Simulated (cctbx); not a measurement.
**Which space group?**

Cell: a = 13.2110 Å, b = 3.2150 Å, c = 8.8990 Å, α = 90.00°, β = 101.25°, γ = 90.00°. Expected content of the cell: Fe16 P12.

The data are simulated with cctbx, not measured: Ag Kα, λ = 0.56087 Å, to d = 0.77 Å, 80 % of the full sphere, strongest reflection 40000 counts, noise from counting, a 2 % proportional error and a noise floor of 15 counts (s.d.); no absorption.

Tests on the unmerged data give:

```text
2738 reflections to d = 0.770 A
centring   violations  <I/sigma> of those
    A        530 of  1401      8.5
    B        530 of  1356      8.7
    C          0 of  1369      0.0
    I        555 of  1377      8.7
    R        723 of  1818      9.1
    F        530 of  2063      5.7
Laue class    unique    Rint  (classes that these axes allow; Friedel mates merged)
C 1 2/m 1         494   0.020
space group    extra absences  I>4sigma  <I/sigma>
C 1 2 1                 0          0         -  acentric
C 1 m 1                 0          0         -  acentric
C 1 2/m 1               0          0         -  centric
Wilson B = 0.96 A^2   <|E^2-1|> = 0.977 (0.968 centric, 0.736 acentric)   E^2>4: 4.0 %
shell (A)         n   <I/sigma>
 8.73 - 1.54     69     31.5
 1.54 - 1.22     69     33.1
 1.22 - 1.07     56     29.4
 1.07 - 0.97     62     34.9
 0.97 - 0.90     66     19.5
 0.90 - 0.85     51     22.9
 0.85 - 0.81     54     21.6
 0.81 - 0.77     67     20.7
```

**Question.** What are the lattice type, the Laue class and the likely space group?

The reflections that C centring forbids are absent (⟨I/σ⟩ near 0), so the lattice is C.

Only C 1 2/m 1 fits these axes (Rint 0.020); a search for a hidden higher lattice was not made.

3 settings pass the absence test. No glide or screw absences show, which leaves C 1 2 1, C 1 m 1 and C 1 2/m 1.

⟨|E²−1|⟩ = 0.977 leans to a centrosymmetric structure. The Wilson B of 0.96 Å² means U ≈ 0.0122 Å².

The true group is C2/m (no. 12), Laue class 2/m, centrosymmetric. The tables only narrow the choice to the tied entries; cell content, site symmetry and trial solutions must settle it.

This is a model crystal, built by substitution and not relaxed, with assumed displacement parameters.

[Logs are printed without paths, hosts, clocks, repeated set-up lines and the standing remarks that a program may print on its own settings, such as how far it seeks lower states.]
